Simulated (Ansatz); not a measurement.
# Zr2NO2 monolayer: from the cell to its phonons, part 3 of 3

How does Zr2NO2 monolayer vibrate, and is this structure a minimum?

Ansatz 0.2.0; DFT LDA, scalar-relativistic, plane waves, PAW.

So far. Step 4 (Tight relaxation): The largest force component left is 0.072 meV/Å, within the tolerances set. Step 5 (Zone-centre response): Before it was imposed, the acoustic sum rule was missed by 1.0e-4 eV/Å². Small misses are needed for a sound result but don't prove that mesh and cutoff are converged. The lowest optical mode is real, 84.5 cm⁻¹.

## 6. Phonons on a q mesh

Stability and thermal properties need the whole zone. Linear response on a 6×6×1 q mesh gives force constants as far as a supercell of that size would.

Contents of input.yaml:

```yaml
crystal:
  lattice:
    - [3.2106202781, 0.0, 0.0]
    - [-1.6053101391, 2.7804787227, 0.0]
    - [0.0, 0.0, 32.6]
  atoms:
    - { symbol: "N", position: [0.0, 0.0, 0.3067484663] }
    - { symbol: Zr, position: [0.3333333333, 0.6666666667, 0.347667417] }
    - { symbol: Zr, position: [0.6666666667, 0.3333333333, 0.2658295155] }
    - { symbol: O, position: [0.6666666667, 0.3333333333, 0.3770165888] }
    - { symbol: O, position: [0.3333333333, 0.6666666667, 0.2364803437] }
  periodic: [true, true, false]
kpoints:
  mp_grid: { grid: [12, 12, 1] }
hamiltonian:
  xc: lda
scf:
  occupations: { method: methfessel_paxton, width: 0.15 }
output:
  eigenvalues: true
phonons:
  method: dfpt
  qmesh: [6, 6, 1]
  temperatures: { t_max: 1000, t_step: 50 }
  qpath:
    path:
      - [0.0, 0.0, 0.0]
      - [0.5, 0.0, 0.0]
      - [0.33333333, 0.33333333, 0.0]
      - [0.0, 0.0, 0.0]
    npoints: 10
```

Command:

```console
ansatz run input.yaml --threads 8 --pin off --max-ram 14336MiB --backend cpu --events-out ev --progress --plain --runs-dir out
```

Numbers of over 12 decimals in the logs are rounded to 6 here.

The log of the run:

```text
[...]
Crystal: 5 atoms, lattice volume = 291.022 Å³
Basis set: ecut = 420 eV, 5761 PW (Γ), exchange–correlation on 48×48×450 points (8 copies of the dense FFT grid, shifted against one another)
Bands: 26, of which v1, the nominal top of the filled ones, is band 21 counted from 1 (20 counted from 0)
Symmetry: 12 space group operations
k-points: 19 of 144 (irreducible under 6 space group operations, time reversal used)
[...]
SCF iter   1: F=—  HF=-9647.561579 eV  |F-HF|=—  |Δ(HF+E_count)|=         —  Δρ=6.85e-3  dr2=1.40e-1  ethr=1.77e-3  ⟨swp⟩=11.2  Hψ=3593  notcnv=0
[...]
SCF iter  11: F=-9647.533962 eV  HF=-9647.533962 eV  |F-HF|=0.00e0  |Δ(HF+E_count)|=  1.93e-10  S|Δr|=    0.00e0  Δρ=1.37e-8  dr2=3.14e-13  ethr=1.00e-12  ⟨swp⟩=18.6  Hψ=3915  notcnv=0
SCF 1 converged in 11 iterations: F = -9647.533962 eV  dr2 = 3.14e-13
[...]
phonons: the bands overlap, so this run is a metal and interpolates without the dipole-dipole term. If the crystal is really an insulator or semiconductor, its LO-TO splitting is missing
NSCF: frozen V_eff on 19 k-points
WARN: eigensolver did not converge (k=0): 1 band(s) unlocked after 2 eigensolves, warm-restarted (20 sweeps on the last) at ethr=1.18e-12 eV (storage-precision floor; scheduled 1.00e-12 eV) (lowest unlocked band 25, counted from 0; max residual 8.96e-6 eV among the unlocked bands, 8.96e-6 eV over every band; other slots of this pass that fall short are told together in one closing line; warning suppressed until the next SCF loop or pass starts)
[...]
DFPT response loops at q = (0, 0, 0) (fractional): preconditioner auto → none (partly filled bands, converged f_vac=0.769); β = 0.50; Broyden in place of MSR1
[...]
SCF converged after 11 iterations
[...]
Free energy (F): -9647.533962 eV
[...]
Internal energy: -9647.528165 eV  (E = F + TS)
E sigma→0 (E₀):  -9647.532513 eV
Entropy (-TS):   -0.005797 eV (-1.159 meV/atom)
Fermi energy:    -4.994324 eV
[...]
--- Band table (eV; the first three rows and the last of 19) ---
  k-point 0: bands = [... 17 lower, -8.6193, -8.1046, -8.1046, -4.5442, -4.5442, -4.1557, -2.8306, -2.8306, ... 1 higher]
  k-point 1: bands = [... 17 lower, -8.5441, -8.4211, -8.2660, -4.6089, -4.3093, -4.1669, -2.7917, -2.6616, ... 1 higher]
  k-point 2: bands = [... 17 lower, -9.3391, -8.5899, -8.2781, -4.9975, -3.8409, -3.7971, -2.5826, -2.4314, ... 1 higher]
  k-point 18: bands = [... 17 lower, -9.7057, -9.1793, -9.1793, -4.1009, -3.4757, -3.4757, -2.3628, -1.7834, ... 1 higher]
--- Phonons (Γ-DFPT): 10 representative perturbations + reference (Σ response iterations 53) ---
  ASR residual: 1.304e-5 → 0.000e0 eV/Å²; symmetrization residual: 5.848e-6 eV/Å²
[...]
ASR residual per site (eV/Å²): 8.96e-6 6.76e-6 7.81e-6 1.28e-5 1.30e-5
[...]
--- Phonons (arbitrary-q DFPT): 7 irreducible q on the 6×6×1 mesh ---
  q = [0.0000, 0.0000, 0.0000] (star 1, of the zone-centre solve; hermiticity 4.11e-7, symmetrization 3.88e-11, taken by the last average 4.55e-8): -0.00 -0.00 -0.00 84.55 84.55 233.45 289.14 289.14 388.48 388.48 489.94 489.94 535.36 542.21 602.78
  q = [0.0000, 0.1667, 0.0000] (star 6, 15 solved perturbations on 78 of 144 k-point pairs; hermiticity 4.70e-7, symmetrization 9.04e-11, taken by the last average 7.45e-8): 55.55 80.35 109.36 121.86 144.29 207.07 320.54 336.60 363.61 391.64 456.38 472.14 507.81 513.42 574.81
[...]
q = [0.1667, 0.1667, 0.0000] (star 6, 10 solved perturbations in 1110 linear systems a pass and spin channel, the states on 144 of 144 k-point pairs; hermiticity 3.45e-7, symmetrization 1.06e-10, taken by the last average 2.27e-7): -196.79 107.54 136.65 137.95 194.28 205.40 336.58 356.43 394.17 396.21 432.10 434.47 494.44 497.35 571.57
[...]
sum rule: each row above includes the acoustic sum rule's correction from the zone centre's row sums; it moved no ω² by more than (0.47 cm⁻¹)²
  mesh force constants: q→R imaginary residual 1.51e-18; ASR residual 1.304e-5 → 0.000e0 eV/Å²; symmetrization residual 1.243e-14 eV/Å²
  interpolated dispersion: 31 rows × 15 modes
  density of states and harmonic sums: on the 24×24×1 q-mesh, interpolated from the force constants of a 6×6×1 supercell (no non-analytic term)
  largest difference from the sums on the solved wave vectors: F 2.10e-2 eV, S 2.32e-5 and C_V 6.63e-6 eV/K
  zero-point energy: 0.299830 eV/cell   skipped modes (ω ≤ 0): 44, of them read as no rigid motion or as one in doubt: 41 (7.187e-1 modes/cell left out, lowest -222.84 cm⁻¹)   left out of the sums: 4.83e-2 of the cell's modes: C_V's classical limit lies that fraction below 3 k_B per atom; for a crystal, a wire or a layer, F and S can be off by more, and a phonons.interpolated_qmesh denser along its periods is the remedy for the sampling
```

Wall time 16 min (8 threads of Arm Neoverse V1, shared host); peak memory 2.9 GiB.

This step gave:

```yaml
sum_rule_residual_before_enforcement: 1.30e-5 eV/Å²
lowest_frequency_on_the_path: -223.0 cm⁻¹
highest_frequency_on_the_path_or_at_a_solved_wavevector: 602.8 cm⁻¹
lowest_mode_on_the_q_mesh_acoustic_modes_at_gamma_apart: -219.4 cm⁻¹
```

Frequencies (cm⁻¹) solved at each irreducible wavevector; negative means imaginary. Frequencies by wavevector, by row:

| q in reciprocal lattice units | star | mode 1 | mode 2 | mode 3 | mode 4 | mode 13 | mode 14 | mode 15 |
| --- | --- | --- | --- | --- | --- | --- | --- | --- |
| 0 0 0 | 1 | 0 | 0 | 0 | 84.5 | 535.4 | 542.2 | 602.8 |
| 0 0.1667 0 | 6 | 55.5 | 80.3 | 109.4 | 121.9 | 507.8 | 513.4 | 574.8 |
| 0 0.3333 0 | 6 | -219.4 | 120.4 | 121.2 | 161.5 | 483.5 | 493.4 | 560.9 |
| 0 -0.5 0 | 3 | 118.2 | 156.1 | 162.6 | 184 | 482.4 | 497.9 | 571.7 |
| 0.1667 0.1667 0 | 6 | -196.8 | 107.5 | 136.7 | 137.9 | 494.4 | 497.4 | 571.6 |
| 0.1667 0.3333 0 | 12 | -108.6 | 119.3 | 176.1 | 180.1 | 479.9 | 493.5 | 565.2 |
| 0.3333 0.3333 0 | 2 | 61.5 | 140.9 | 140.9 | 210.6 | 492.8 | 492.8 | 555.6 |

Interpolated from a 6×6×1 q mesh. The phonon branches at the labelled points (cm⁻¹):

| point | branch 1 | branch 2 | branch 3 | branch 4 | branch 12 | branch 13 | branch 14 | branch 15 |
| --- | --- | --- | --- | --- | --- | --- | --- | --- |
| Γ | 0 | 0 | 0 | 84 | 490 | 535 | 542 | 603 |
| halfway | -165 | 95 | 97 | 138 | 461 | 495 | 500 | 565 |
| M | 118 | 156 | 163 | 184 | 469 | 482 | 498 | 572 |
| halfway | -75 | 155 | 160 | 187 | 464 | 481 | 507 | 565 |
| K | 62 | 141 | 141 | 211 | 463 | 493 | 493 | 556 |
| halfway | -197 | 108 | 137 | 138 | 434 | 494 | 497 | 572 |
| Γ | 0 | 0 | 0 | 84 | 490 | 535 | 542 | 603 |

Tetrahedra on a 24×24×1 mesh, mean over bins of 10 cm-1. Interpolated from a 6×6×1 q mesh. Phonon density of states against wavenumber; read off at these points:

| wavenumber (cm⁻¹) | phonon density of states (1/cm⁻¹/cell) |
| --- | --- |
| -225 | 9.2e-4 |
| -205 | 0.0084 |
| -185 | 0.00432 |
| -155 | 0.00303 |
| -135 | 0.00287 |
| -115 | 0.00297 |
| -95 | 0.00361 |
| -65 | 0.00233 |
| -45 | 0.00149 |
| -25 | 0.00138 |
| -5 | 0.00192 |
| 25 | 0.00375 |
| 45 | 0.00519 |
| 65 | 0.00371 |
| 85 | 0.0162 |
| 115 | 0.0488 |
| 135 | 0.0236 |
| 155 | 0.0268 |
| 175 | 0.0424 |
| 205 | 0.0248 |
| 225 | 0.0228 |
| 245 | 0.0184 |
| 265 | 0 |
| 295 | 0.00334 |
| 315 | 0.00926 |
| 335 | 0.0326 |
| 355 | 0.0151 |
| 385 | 0.0365 |
| 395 | 0.0584 |
| 405 | 0.0426 |
| 425 | 0.0352 |
| 445 | 0.0594 |
| 465 | 0.0585 |
| 475 | 0.0293 |
| 495 | 0.0664 |
| 515 | 0.0108 |
| 535 | 0.00372 |
| 565 | 0.0681 |
| 585 | 0.00398 |
| 605 | 4.2e-4 |

The partial phonon density of states has structure finer than the step of the table below, so its rows give means over 25 cm⁻¹, whole bins alone (the curve runs from -232 to 631 cm⁻¹). Peaks (cm⁻¹: height): N 457.2: 0.0233, 565.7: 0.0432; O 234.7: 0.00593, 337.8: 0.0244, 392.1: 0.0366, 440.9: 0.0317, 489.8: 0.0391, 565.7: 0.00514; Zr -205.0: 0.00556, 120.7: 0.0416, 175.0: 0.0350, 196.7: 0.0357, 234.7: 0.0265, 484.3: 0.00737.

Phonopy on the run's constants, 21x21x1 mesh, Gaussian sigma 6.2 cm-1. Interpolated from a 6×6×1 q mesh. The partial phonon density of states by wavenumber; means over each step; values in 1/cm⁻¹/cell:

| wavenumber (cm⁻¹) | N | O | Zr |
| --- | --- | --- | --- |
| -200 | 4.1e-4 | 0.00106 | 0.00464 |
| -175 | 1.6e-4 | 4.9e-4 | 0.00251 |
| -150 | 1.9e-4 | 5.9e-4 | 0.00358 |
| -125 | 4.6e-5 | 2.1e-4 | 0.00164 |
| -100 | 1.0e-4 | 3.3e-4 | 0.00305 |
| -75 | 8.0e-5 | 3.7e-4 | 0.00393 |
| -50 | 1.8e-5 | 7.5e-5 | 0.00106 |
| -25 | 2.7e-5 | 1.2e-4 | 0.00128 |
| 0 | 6.9e-5 | 2.2e-4 | 0.00156 |
| 25 | 1.5e-4 | 4.2e-4 | 0.00276 |
| 50 | 2.3e-4 | 5.6e-4 | 0.00348 |
| 75 | 3.4e-4 | 8.9e-4 | 0.00814 |
| 100 | 4.6e-4 | 0.00139 | 0.0212 |
| 125 | 5.4e-4 | 0.00145 | 0.0326 |
| 150 | 3.0e-4 | 0.00138 | 0.0244 |
| 175 | 3.4e-4 | 0.00220 | 0.0319 |
| 200 | 4.9e-4 | 0.00412 | 0.0282 |
| 225 | 9.6e-5 | 0.00439 | 0.0208 |
| 250 | 5.1e-5 | 0.00286 | 0.0132 |
| 275 | 9.4e-7 | 3.1e-4 | 2.1e-4 |
| 300 | 2.6e-4 | 0.00380 | 1.3e-4 |
| 325 | 0.00273 | 0.0161 | 0.00105 |
| 350 | 0.00369 | 0.0183 | 0.00182 |
| 375 | 0.00535 | 0.0267 | 0.00311 |
| 400 | 0.0102 | 0.0312 | 0.00357 |
| 425 | 0.0111 | 0.0250 | 0.00227 |
| 450 | 0.0193 | 0.0265 | 0.00294 |
| 475 | 0.0152 | 0.0292 | 0.00584 |
| 500 | 0.0119 | 0.0287 | 0.00492 |
| 525 | 0.00119 | 0.00610 | 0.00102 |
| 550 | 0.0103 | 0.00162 | 2.8e-4 |
| 575 | 0.0232 | 0.00277 | 8.1e-4 |
| 600 | 0.00135 | 1.8e-4 | 2.2e-4 |

Symmetry leaves 7 wavevectors to solve. The lowest mode among them, the acoustic zeros apart, lies at q = (0, 0.333, 0) and is imaginary, 219.4i cm⁻¹, so the energy falls along it. Between them the interpolated path dips to 223i cm⁻¹.

## 7. Another isotope, element N, natural mass 14.007 amu

An isotope changes the mass and not the force constants, so no new electronic calculation is needed; the shifts show which modes move this element.

The same force constants with the mass of N changed from 14.007 to 15.000 u (phonopy, no LO-TO term). Both lists are sorted by frequency; levels can cross, so a row need not hold one and the same mode. Modes under 3 cm⁻¹ are left out. Isotope shifts, by row, the first 40 of 57 rows:

| q | rank | natural mass (cm⁻¹) | changed mass (cm⁻¹) |
| --- | --- | --- | --- |
| 0 0 0 | 4 | 84.55 | 84.55 |
| 0 0 0 | 5 | 84.55 | 84.55 |
| 0 0 0 | 6 | 233.4 | 233.4 |
| 0 0 0 | 7 | 289.1 | 289.1 |
| 0 0 0 | 8 | 289.1 | 289.1 |
| 0 0 0 | 9 | 388.5 | 386.6 |
| 0 0 0 | 10 | 388.5 | 386.6 |
| 0 0 0 | 11 | 489.9 | 476.8 |
| 0 0 0 | 12 | 489.9 | 476.8 |
| 0 0 0 | 13 | 535.4 | 530.2 |
| 0 0 0 | 14 | 542.2 | 542.2 |
| 0 0 0 | 15 | 602.8 | 589.4 |
| 0 0.1667 0 | 1 | 55.56 | 55.44 |
| 0 0.1667 0 | 2 | 80.35 | 80.27 |
| 0 0.1667 0 | 3 | 109.4 | 109.3 |
| 0 0.1667 0 | 4 | 121.9 | 121.8 |
| 0 0.1667 0 | 5 | 144.3 | 144.3 |
| 0 0.1667 0 | 6 | 207.1 | 206.8 |
| 0 0.1667 0 | 7 | 320.5 | 320.5 |
| 0 0.1667 0 | 8 | 336.6 | 335.5 |
| 0 0.1667 0 | 9 | 363.6 | 363.1 |
| 0 0.1667 0 | 10 | 391.6 | 389.3 |
| 0 0.1667 0 | 11 | 456.4 | 444.4 |
| 0 0.1667 0 | 12 | 472.1 | 459.8 |
| 0 0.1667 0 | 13 | 507.8 | 506.7 |
| 0 0.1667 0 | 14 | 513.4 | 511.8 |
| 0 0.1667 0 | 15 | 574.8 | 559 |
| 0 0.3333 0 | 1 | -219.4 | -218.7 |
| 0 0.3333 0 | 2 | 120.4 | 120.3 |
| 0 0.3333 0 | 3 | 121.2 | 121.2 |
| 0 0.3333 0 | 4 | 161.5 | 161.4 |
| 0 0.3333 0 | 5 | 193.9 | 193.8 |
| 0 0.3333 0 | 6 | 216.8 | 216.8 |
| 0 0.3333 0 | 7 | 354.4 | 350.7 |
| 0 0.3333 0 | 8 | 359.1 | 358.9 |
| 0 0.3333 0 | 9 | 362.5 | 359.4 |
| 0 0.3333 0 | 10 | 416.8 | 415.5 |
| 0 0.3333 0 | 11 | 424 | 420.5 |
| 0 0.3333 0 | 12 | 456.3 | 442.9 |
| 0 0.3333 0 | 13 | 483.5 | 481.7 |

A mode of this element alone would shift by -3.37 %. The highest zone-centre frequency without the field goes from 602.8 to 589.4 cm⁻¹ (-2.2 %). The product of the frequency ratios over all optical modes at Γ is 0.908; the product rule, (m/m′)^(3k/2) (M′/M)^(3/2) with k = 1 such atoms and M the mass of the cell, gives 0.908.

## 8. Isotope substitution, element O, natural mass 15.999 amu

The same for O, from 16.00 to 18.00 u.

A mode of this element alone would shift by -5.72 %. The highest zone-centre frequency without the field goes from 602.8 to 599.3 cm⁻¹ (-0.6 %). The product of the frequency ratios over all optical modes at Γ is 0.721; the product rule, (m/m′)^(3k/2) (M′/M)^(3/2) with k = 2 such atoms and M the mass of the cell, gives 0.721.

## 9. Isotope substitution, element Zr, natural mass 91.222 amu

The same for Zr, from 91.22 to 95.91 u.

The same force constants with the mass of Zr changed from 91.222 to 95.908 u (phonopy, no LO-TO term). Both lists are sorted by frequency; levels can cross, so a row need not hold one and the same mode. Modes under 3 cm⁻¹ are left out. Isotope shifts, by row, the first 40 of 57 rows:

| q | rank | natural mass (cm⁻¹) | changed mass (cm⁻¹) |
| --- | --- | --- | --- |
| 0 0 0 | 4 | 84.55 | 82.47 |
| 0 0 0 | 5 | 84.55 | 82.47 |
| 0 0 0 | 6 | 233.4 | 228.7 |
| 0 0 0 | 7 | 289.1 | 289.1 |
| 0 0 0 | 8 | 289.1 | 289.1 |
| 0 0 0 | 9 | 388.5 | 386.6 |
| 0 0 0 | 10 | 388.5 | 386.6 |
| 0 0 0 | 11 | 489.9 | 489.9 |
| 0 0 0 | 12 | 489.9 | 489.9 |
| 0 0 0 | 13 | 535.4 | 534.7 |
| 0 0 0 | 14 | 542.2 | 539.7 |
| 0 0 0 | 15 | 602.8 | 600.6 |
| 0 0.1667 0 | 1 | 55.56 | 54.43 |
| 0 0.1667 0 | 2 | 80.35 | 78.65 |
| 0 0.1667 0 | 3 | 109.4 | 106.8 |
| 0 0.1667 0 | 4 | 121.9 | 119.1 |
| 0 0.1667 0 | 5 | 144.3 | 141 |
| 0 0.1667 0 | 6 | 207.1 | 202.7 |
| 0 0.1667 0 | 7 | 320.5 | 320.3 |
| 0 0.1667 0 | 8 | 336.6 | 336.4 |
| 0 0.1667 0 | 9 | 363.6 | 363 |
| 0 0.1667 0 | 10 | 391.6 | 390.2 |
| 0 0.1667 0 | 11 | 456.4 | 456.2 |
| 0 0.1667 0 | 12 | 472.1 | 472 |
| 0 0.1667 0 | 13 | 507.8 | 505.5 |
| 0 0.1667 0 | 14 | 513.4 | 511.9 |
| 0 0.1667 0 | 15 | 574.8 | 573.7 |
| 0 0.3333 0 | 1 | -219.4 | -215.6 |
| 0 0.3333 0 | 2 | 120.4 | 117.7 |
| 0 0.3333 0 | 3 | 121.2 | 118.5 |
| 0 0.3333 0 | 4 | 161.5 | 157.7 |
| 0 0.3333 0 | 5 | 193.9 | 189.8 |
| 0 0.3333 0 | 6 | 216.8 | 212.3 |
| 0 0.3333 0 | 7 | 354.4 | 354.1 |
| 0 0.3333 0 | 8 | 359.1 | 358.5 |
| 0 0.3333 0 | 9 | 362.5 | 360.6 |
| 0 0.3333 0 | 10 | 416.8 | 416.2 |
| 0 0.3333 0 | 11 | 424 | 422.7 |
| 0 0.3333 0 | 12 | 456.3 | 456.2 |
| 0 0.3333 0 | 13 | 483.5 | 481.8 |

A mode of this element alone would shift by -2.47 %. The highest zone-centre frequency without the field goes from 602.8 to 600.6 cm⁻¹ (-0.4 %). The product of the frequency ratios over all optical modes at Γ is 0.914; the product rule, (m/m′)^(3k/2) (M′/M)^(3/2) with k = 2 such atoms and M the mass of the cell, gives 0.914.

## 10. Summary of results

| Property | Result |
| --- | --- |
| space group after relaxation (within 0.01 Å) | P-3m1 |
| area per atom | 1.78 Å² |
| electronic character | no gap on this mesh |
| highest optical mode at the zone centre (no LO-TO term) | 603 cm⁻¹ |
| lowest optical zone-centre mode | 84.5 cm⁻¹ |
| lowest mode on the q mesh (acoustic modes at Γ apart) | -219 cm⁻¹ |
| highest frequency on the path or at a solved wavevector | 603 cm⁻¹ |
| imaginary modes on the 6×6×1 q mesh | yes |

In words: Modes are clearly imaginary (beyond 10i cm⁻¹) at 3 of the 7 irreducible wavevectors, most at q = (0, 0.333, 0) (219.4i cm⁻¹), so this structure is not a minimum of the energy. The optical modes at Γ span 85 to 603 cm⁻¹. The highest mode in this list at Γ, 602.8 cm⁻¹, is mostly motion of N (71 % of the kinetic energy). With no gap, or one that is small against the smearing, the frequencies hang on the k mesh and the smearing, most of all near Kohn anomalies. The phonon runs are without spin polarisation, although the cell has an odd electron count. In a sheet or slab the interpolated bending branch near Γ is rough, since the rotational sum rule isn't imposed. A phonon run warned that its eigensolver left some bands unconverged in a pass. The starting cell was built on a prototype and not taken from a measurement. These are harmonic frequencies at zero temperature: anharmonic shifts, linewidths and thermal expansion are left out.

[Logs are printed without paths, hosts, clocks, repeated set-up lines and the standing remarks that a program may print on its own settings, such as how far it seeks lower states.]

[Hosts, paths, dates, database ids (printed as entryN), source tags and the programs' standing remarks are cut or masked in the printed files.]
